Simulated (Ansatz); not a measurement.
**Lattice dynamics of InF (model cell, started as NiAs type)**

Task: relax InF (model cell, started as NiAs type), then find its harmonic phonons.

Main program and level: Ansatz 0.2.0; DFT LDA, scalar-relativistic, plane waves, PAW.

Most raw output is cut from this account.

The structure was built from a prototype and need not be the compound's stable phase.

## Step 1: Starting point

The structure is hexagonal, space group P6_3/mmc (No. 194). The conventional cell has a = 3.608 Å, b = 3.608 Å, c = 5.772 Å, α = 90.00°, β = 90.00°, γ = 120.00°. Nearest to In lie 6 F at 2.53 Å. Nearest to F lie 6 In at 2.53 Å. Farther neighbours and most contacts between anions are not listed.

## Step 2: Rough relaxation

The start is far from rest, so a relaxation with loose tolerances brings it close first.

Contents of input.yaml:

```yaml
crystal:
  lattice:
    - [3.6078, 0.0, 0.0]
    - [-1.8039, 3.12445, 0.0]
    - [0.0, 0.0, 5.77248]
  atoms:
    - { symbol: In, position: [0.0, 0.0, 0.0] }
    - { symbol: In, position: [0.0, 0.0, 0.5] }
    - { symbol: F, position: [0.333333, 0.666667, 0.25] }
    - { symbol: F, position: [0.666667, 0.333333, 0.75] }
kpoints:
  mp_grid: { grid: [6, 6, 4] }
hamiltonian:
  xc: lda
scf:
  occupations: { method: gaussian, width: 0.1 }
output:
  forces: true
  stress: true
  eigenvalues: true
relax:
  adjacent_minimum: "off"
  f_tol: 0.05
  max_steps: 80
  cell: { stress_tol: 0.5 }
```

Started as:

```sh
$ ansatz run input.yaml --threads 4 --pin off --max-ram 7168MiB --backend cpu --events-out ev --progress --plain --runs-dir out
```

Elapsed: 9.8 s, on 4 threads of Arm Neoverse V2, shared host; peak memory 0.37 GiB.

Relaxation path:

| step | energy less that of the first step (eV) | largest force component (eV/Å) | pressure (GPa) | volume (Å³) |
| --- | --- | --- | --- | --- |
| 1 | 0.0000 | 0.0000 | 11.72 | 65.07 |
| 2 | -0.3160 | 0.0000 | 1.63 | 73.20 |
| 3 | -0.3486 | 0.0000 | -0.31 | 74.64 |
| 4 | -0.3581 | 0.0000 | -0.58 | 74.25 |
| 5 | -0.3641 | 0.0000 | 0.10 | 73.05 |
| 6* | -0.4522 | 0.0000 | 1.75 | 73.05 |
| 7 | -0.4995 | 0.0000 | 0.68 | 72.84 |
| 8 | -0.5311 | 0.0000 | -0.56 | 71.88 |
| 9 | -0.5657 | 0.0000 | -1.54 | 68.94 |
| 10 | -0.5847 | 0.0000 | 0.08 | 66.20 |
| 11 | -0.5571 | 0.0000 | 1.30 | 61.29 |
| 12 | -0.5901 | 0.0000 | 0.09 | 64.73 |
| 13* | -0.6402 | 0.0000 | 1.26 | 64.73 |
| 14 | -0.6553 | 0.0000 | 0.02 | 64.74 |
| 15* | -0.6566 | 0.0000 | 0.04 | 64.74 |
| 16 | -0.6601 | 0.0000 | 0.32 | 63.71 |
| 17 | -0.6595 | 0.0000 | -0.02 | 64.35 |
| 18* | -0.6581 | 0.0000 | -0.03 | 64.35 |

Relaxation steps marked * repeat the geometry before them on a plane-wave basis chosen anew for their cell, so energy and pressure can jump there. Relaxation step 11 was tried and not accepted.

The run keeps the 24 symmetry operations that it works with, so distortions that break them were not tested.

| cell as run | before | after | change |
| --- | --- | --- | --- |
| a (Å) | 3.608 | 3.124 | -13.4 % |
| b (Å) | 3.608 | 3.124 | -13.4 % |
| c (Å) | 5.772 | 7.614 | +31.9 % |
| volume (Å³/atom) | 16.27 | 16.09 | -1.1 % |

Numbers from this step:

```
pressure          : -0.02609 GPa
volume per atom   : 16.09 Å³
gap on the k-mesh : 0 eV
```

In this step the volume went from 16.27 to 16.09 Å³/atom.

## Step 3: Relaxation

Harmonic phonons are second derivatives at a point where the forces vanish, and they are wanted at zero stress, so atoms and cell are relaxed first.

input.yaml, the sections that differ from step 2:

```yaml
crystal:
  lattice:
    - [3.1238090107, 0.0, 0.0]
    - [-1.5619045053, 2.7052979598, 0.0]
    - [0.0, 0.0, 7.6144551522]
  atoms:
    - { symbol: In, position: [0.0, 0.0, 0.0] }
    - { symbol: In, position: [0.0, 0.0, 0.5] }
    - { symbol: F, position: [0.3333333333, 0.6666666667, 0.25] }
    - { symbol: F, position: [0.6666666667, 0.3333333333, 0.75] }
kpoints:
  mp_grid: { grid: [15, 15, 6] }
relax:
  adjacent_minimum: "off"
  f_tol: 0.005
  max_steps: 80
  cell: { stress_tol: 0.05 }
# hamiltonian, scf, output: as in step 2
```

Wall time 18 s (4 threads); peak memory 0.46 GiB; 68 s of CPU time.

Relaxation path:

| step | energy less that of the first step (eV) | largest force component (eV/Å) | pressure (GPa) | volume (Å³) |
| --- | --- | --- | --- | --- |
| 1 | 0.0000 | 0.0000 | 0.44 | 64.35 |
| 2 | -0.0008 | 0.0000 | 0.08 | 65.39 |
| 3 | -0.0002 | 0.0000 | -0.06 | 65.55 |
| 4 | -0.0004 | 0.0000 | 0.00 | 65.52 |
| 5* | -0.0054 | 0.0000 | 0.13 | 65.52 |
| 6 | -0.0047 | 0.0000 | 0.03 | 65.78 |
| 7* | -0.0057 | 0.0000 | 0.04 | 65.78 |
| 8 | -0.0054 | 0.0000 | 0.00 | 65.88 |
| 9* | -0.0058 | 0.0000 | 0.00 | 65.88 |

Relaxation steps marked * repeat the geometry before them on a plane-wave basis chosen anew for their cell, so energy and pressure can jump there.

Forces are held to the 24 operations that the run works with; a distortion that breaks them can't arise in this run.

| conventional cell, symmetrised | before | after | change |
| --- | --- | --- | --- |
| a (Å) | 3.124 | 3.177 | +1.7 % |
| b (Å) | 3.124 | 3.177 | +1.7 % |
| c (Å) | 7.614 | 7.537 | -1.0 % |
| volume (Å³/atom) | 16.09 | 16.47 | +2.4 % |

Final coordinates:

```xyz
4
Lattice="3.1771 0.0000 0.0000 -1.5885 2.7514 0.0000 0.0000 0.0000 7.5367" Properties=species:S:1:pos:R:3 pbc="T T T"
In    0.0000    0.0000    0.0000
In    0.0000    0.0000    3.7683
F     0.0000    1.8343    1.8842
F     1.5885    0.9171    5.6525
```

This step gave:

- pressure: 0.004654 GPa
- volume per atom: 16.47 Å³

In this step the volume went from 16.09 to 16.47 Å³/atom.

## Step 4: Relaxing to small forces for the phonons

Phonons need a cell at rest on their own settings, so the relaxation is repeated with tight tolerances on forces and stress, using the mesh and the filling of the phonon run that follows.

Contents of input.yaml:

```yaml
crystal:
  lattice:
    - [3.1770540376, 0.0, 0.0]
    - [-1.5885270188, 2.7514095057, 0.0]
    - [0.0, 0.0, 7.5366905045]
  atoms:
    - { symbol: In, position: [0.0, 0.0, 0.0] }
    - { symbol: In, position: [0.0, 0.0, 0.5] }
    - { symbol: F, position: [0.3333333333, 0.6666666667, 0.25] }
    - { symbol: F, position: [0.6666666667, 0.3333333333, 0.75] }
kpoints:
  mp_grid: { grid: [15, 15, 6] }
hamiltonian:
  xc: lda
scf:
  occupations: { method: methfessel_paxton, width: 0.2 }
output:
  forces: true
  stress: true
  eigenvalues: true
  write_density: true
  write_potential: true
  elf: true
  volumetric_format: npy
relax:
  adjacent_minimum: "off"
  f_tol: 0.001
  max_steps: 60
  cell: { stress_tol: 0.01 }
```

It took 6.8 s on 4 threads; peak memory 0.46 GiB; 26 s of CPU time.

Little changed from the start: no atom moved by 0.005 Å and no cell edge by 0.1 %.

Numbers from this step:

```yaml
pressure: 0.004412 GPa
```

ELF in the ac plane at fractional y = 0.000, with atoms of In within 0.2 Å of it. It is the smooth field of the valence electrons, not physical close to the nuclei.

Values, 24 rows by 16 columns, each cell a mean:
```
0.01 0.02 0.07 0.20 0.30 0.28 0.25 0.24 0.23 0.24 0.25 0.28 0.30 0.20 0.07 0.02
0.14 0.16 0.23 0.29 0.28 0.23 0.20 0.17 0.15 0.17 0.20 0.23 0.28 0.29 0.23 0.16
0.30 0.30 0.28 0.24 0.18 0.14 0.11 0.09 0.09 0.09 0.11 0.14 0.18 0.24 0.28 0.30
0.21 0.20 0.17 0.13 0.10 0.09 0.13 0.17 0.20 0.17 0.13 0.09 0.10 0.13 0.17 0.20
0.09 0.08 0.07 0.06 0.09 0.17 0.30 0.41 0.44 0.41 0.30 0.17 0.09 0.06 0.07 0.08
0.03 0.03 0.04 0.06 0.13 0.29 0.45 0.56 0.59 0.56 0.45 0.29 0.13 0.06 0.04 0.03
0.05 0.05 0.05 0.06 0.11 0.23 0.39 0.49 0.53 0.49 0.39 0.23 0.11 0.06 0.05 0.05
0.16 0.15 0.13 0.09 0.08 0.10 0.17 0.24 0.27 0.24 0.17 0.10 0.08 0.09 0.13 0.15
0.28 0.27 0.24 0.20 0.15 0.11 0.10 0.10 0.11 0.10 0.10 0.11 0.15 0.20 0.24 0.27
0.23 0.25 0.29 0.30 0.25 0.20 0.17 0.13 0.12 0.13 0.17 0.20 0.25 0.30 0.29 0.25
0.03 0.04 0.11 0.24 0.30 0.26 0.24 0.23 0.20 0.23 0.24 0.26 0.30 0.24 0.11 0.04
0.00 0.00 0.02 0.16 0.30 0.29 0.26 0.26 0.25 0.26 0.26 0.29 0.30 0.16 0.02 0.00
0.01 0.02 0.07 0.20 0.30 0.28 0.25 0.24 0.23 0.24 0.25 0.28 0.30 0.20 0.07 0.02
0.14 0.16 0.23 0.29 0.28 0.23 0.20 0.17 0.15 0.17 0.20 0.23 0.28 0.29 0.23 0.16
0.30 0.30 0.28 0.24 0.18 0.14 0.11 0.09 0.09 0.09 0.11 0.14 0.18 0.24 0.28 0.30
0.21 0.20 0.17 0.13 0.10 0.09 0.13 0.17 0.20 0.17 0.13 0.09 0.10 0.13 0.17 0.20
0.09 0.08 0.07 0.06 0.09 0.17 0.30 0.41 0.44 0.41 0.30 0.17 0.09 0.06 0.07 0.08
0.03 0.03 0.04 0.06 0.13 0.29 0.45 0.56 0.59 0.56 0.45 0.29 0.13 0.06 0.04 0.03
0.05 0.05 0.05 0.06 0.11 0.23 0.39 0.49 0.53 0.49 0.39 0.23 0.11 0.06 0.05 0.05
0.16 0.15 0.13 0.09 0.08 0.10 0.17 0.24 0.27 0.24 0.17 0.10 0.08 0.09 0.13 0.15
0.28 0.27 0.24 0.20 0.15 0.11 0.10 0.10 0.11 0.10 0.10 0.11 0.15 0.20 0.24 0.27
0.23 0.25 0.29 0.30 0.25 0.20 0.17 0.13 0.12 0.13 0.17 0.20 0.25 0.30 0.29 0.25
0.03 0.04 0.11 0.24 0.30 0.26 0.24 0.23 0.20 0.23 0.24 0.26 0.30 0.24 0.11 0.04
0.00 0.00 0.02 0.16 0.30 0.29 0.26 0.26 0.25 0.26 0.26 0.29 0.30 0.16 0.02 0.00
```
Columns run along a (3.2 Å), rows up along c (7.5 Å). Atoms in or near the plane, at fractional coordinates: In at (0.00, 0.00), In at (0.00, 0.50).

Electrostatic potential energy in the ac plane at fractional y = 0.000, with atoms of In within 0.2 Å of it. With pseudopotentials it is smooth inside the atoms' cores, unlike the true potential.

Ten even steps from '_' (-36 eV) to '@' (13 eV), each cell a mean:
```
______..==##%%@@@@@@%%##==..____
....::--**%%%%@@@@@@%%%%**--::..
==++**##%%@@@@@@@@@@@@@@%%##**++
%%%%%%@@@@@@@@@@@@@@@@@@@@@@%%%%
@@@@@@@@@@@@@@@@@@@@@@@@@@@@@@@@
@@@@@@@@@@@@@@@@@@@@@@@@@@@@@@@@
@@@@@@@@@@@@@@@@@@@@@@@@@@@@@@@@
%%%%@@@@@@@@@@@@@@@@@@@@@@@@@@%%
****##%%%%@@@@@@@@@@@@@@%%%%##**
::::--++##%%@@@@@@@@@@%%##++--::
______::==##%%@@@@@@%%##==::____
______..--**%%%%@@%%%%**--..____
______..==##%%@@@@@@%%##==..____
....::--**%%%%@@@@@@%%%%**--::..
==++**##%%@@@@@@@@@@@@@@%%##**++
%%%%%%@@@@@@@@@@@@@@@@@@@@@@%%%%
@@@@@@@@@@@@@@@@@@@@@@@@@@@@@@@@
@@@@@@@@@@@@@@@@@@@@@@@@@@@@@@@@
@@@@@@@@@@@@@@@@@@@@@@@@@@@@@@@@
%%%%@@@@@@@@@@@@@@@@@@@@@@@@@@%%
****##%%%%@@@@@@@@@@@@@@%%%%##**
::::--++##%%@@@@@@@@@@%%##++--::
______::==##%%@@@@@@%%##==::____
______..--**%%%%@@%%%%**--..____
```
Columns run along a (3.2 Å; values clipped at the 3rd and 97th percentile), rows up along c (7.5 Å). Atoms in or near the plane, at fractional coordinates: In at (0.00, 0.00), In at (0.00, 0.50).

Valence density in the ac plane at fractional y = 0.000, with atoms of In within 0.2 Å of it. It is the smooth field of the valence electrons, not physical close to the nuclei.

Ten steps, logarithmic in the rise over the least value, from '0' (0 e/Å³) to '9' (12 e/Å³), each cell a mean:
```
9986432111234689
7765321101123567
4432211000112234
1111111111111111
0000011121110000
0000011222110000
0000011222110000
1110011111110011
3322111000111223
6654211000112456
8876421111124678
9987532111235789
9986432111234689
7765321101123567
4432211000112234
1111111111111111
0000011121110000
0000011222110000
0000011222110000
1110011111110011
3322111000111223
6654211000112456
8876421111124678
9987532111235789
```
Columns run along a (3.2 Å), rows up along c (7.5 Å). Atoms in or near the plane, at fractional coordinates: In at (0.00, 0.00), In at (0.00, 0.50).

The forces vanish by symmetry and the pressure is 0.004 GPa, within the tolerances set. The cell now holds 16.47 Å³/atom.

## Step 5: Modes at Γ

The zone centre comes first: it holds the modes that light can see, as far as symmetry allows. No field response is asked, since the mesh shows no gap.

input.yaml, the sections that differ from step 4:

```yaml
crystal:
  lattice:
    - [3.1776817916, 0.0, 0.0]
    - [-1.5888408958, 2.7519531566, 0.0]
    - [0.0, 0.0, 7.5354644677]
  atoms:
    - { symbol: In, position: [0.0, 0.0, 0.0] }
    - { symbol: In, position: [0.0, 0.0, 0.5] }
    - { symbol: F, position: [0.3333333333, 0.6666666667, 0.25] }
    - { symbol: F, position: [0.6666666667, 0.3333333333, 0.75] }
output:
  eigenvalues: true
phonons:
  method: dfpt
# kpoints, hamiltonian, scf: as in step 4
# relax: removed
```

It took 67 s on 4 threads; peak memory 2.2 GiB; 4.1 min of CPU time.

This step gave:

```yaml
sum_rule_residual_before_enforcement: 2.43e-5 eV/Å²
point_group: 6/mmm
highest_optical_mode_at_the_zone_centre_no_lo_to_term: 208.7 cm⁻¹
lowest_optical_zone_centre_mode: -96.85 cm⁻¹
```

Patterns of degenerate modes are one choice out of their space. Modes at Γ, with each element's share of the kinetic energy (negative means imaginary):

| mode | frequency (cm⁻¹) | symmetry | In % | F % |
| --- | --- | --- | --- | --- |
| 1 | -96.8 | A2u | 14 | 86 |
| 2 | -71.4 | E1u | 14 | 86 |
| 3 | -71.4 | E1u | 14 | 86 |
| 4 | -33.6 | E2u | 100 | 0 |
| 5 | -33.6 | E2u | 100 | 0 |
| 6 | 0.0 | acoustic | 86 | 14 |
| 7 | 0.0 | acoustic | 86 | 14 |
| 8 | 0.0 | acoustic | 86 | 14 |
| 9 | 39.2 | E2g | 0 | 100 |
| 10 | 39.2 | E2g | 0 | 100 |
| 11 | 156.2 | B2u | 100 | 0 |
| 12 | 208.7 | B1g | 0 | 100 |

Displacements in mode 1 (-96.8 cm⁻¹), the largest set to 1:
```
In1  0.00  0.00 -0.17
In2  0.00  0.00 -0.17
F3   0.00  0.00  1.00
F4   0.00  0.00  1.00
```

Displacements in mode 10 (39.2 cm⁻¹), the largest set to 1:
```
In1  0.00  0.00  0.00
In2  0.00  0.00  0.00
F3  -0.27 -1.00  0.00
F4   0.27  1.00  0.00
```

Before it was imposed, the acoustic sum rule was missed by 2.4e-5 eV/Å². Small misses are needed for a sound result but don't prove that mesh and cutoff are converged. The lowest optical mode is imaginary, 96.8i cm⁻¹, so the energy falls along it.

## Step 6: The dispersion

Stability and thermal properties need the whole zone. Linear response on a 3×3×2 q mesh gives force constants as far as a supercell of that size would.

input.yaml: that of step 5 with these lines changed.

```diff
@@ -20 +20,9 @@
   method: dfpt
+  qmesh: [3, 3, 2]
+  temperatures: { t_max: 1000, t_step: 50 }
+  qpath:
+    path:
+      - [[0.0, 0.0, 0.0], [0.5, 0.0, 0.0], [0.33333333, 0.33333333, 0.0], [0.0, 0.0, 0.0], [0.0, 0.0, 0.5], [0.5, 0.0, 0.5], [0.33333333, 0.33333333, 0.5], [0.0, 0.0, 0.5]]
+      - [[0.5, 0.0, 0.5], [0.5, 0.0, 0.0]]
+      - [[0.33333333, 0.33333333, 0.5], [0.33333333, 0.33333333, 0.0]]
+    npoints: 10
```

Wall time 8 min (4 threads); peak memory 3 GiB.

Numbers from this step:

```yaml
sum_rule_residual_before_enforcement: 3.26e-5 eV/Å²
lowest_frequency_on_the_path: -108.3 cm⁻¹
highest_frequency_on_the_path_or_at_a_solved_wavevector: 225.2 cm⁻¹
lowest_mode_on_the_q_mesh_acoustic_modes_at_gamma_apart: -108.3 cm⁻¹
```

Frequencies (cm⁻¹) solved at each irreducible wavevector; negative means imaginary. Frequencies by wavevector, by row:

| q in reciprocal lattice units | star | mode 1 | mode 2 | mode 3 | mode 4 | mode 10 | mode 11 | mode 12 |
| --- | --- | --- | --- | --- | --- | --- | --- | --- |
| 0 0 0 | 1 | -96.8 | -71.4 | -71.4 | -33.6 | 39.2 | 156.2 | 208.7 |
| 0 0 -0.5 | 1 | -52.9 | -52.9 | -52.9 | -52.9 | 106.8 | 205.3 | 205.3 |
| 0 0.3333 0 | 6 | -70.9 | -57 | -39.5 | 19.2 | 130.2 | 152.7 | 185.2 |
| 0 0.3333 -0.5 | 6 | -56.6 | -56.6 | 36.8 | 36.8 | 137.1 | 165.2 | 165.2 |
| 0.3333 0.3333 0 | 2 | -108.3 | -74.8 | 73.1 | 73.1 | 141.1 | 141.1 | 163.2 |
| 0.3333 0.3333 -0.5 | 2 | -79.3 | -79.3 | 36.8 | 36.8 | 126.6 | 174.6 | 174.6 |

[end of part 1 of 2]

[Logs are printed without paths, hosts, clocks, repeated set-up lines and the standing remarks that a program may print on its own settings, such as how far it seeks lower states.]

[Hosts, paths, dates, database ids (printed as entryN), source tags and the programs' standing remarks are cut or masked in the printed files.]
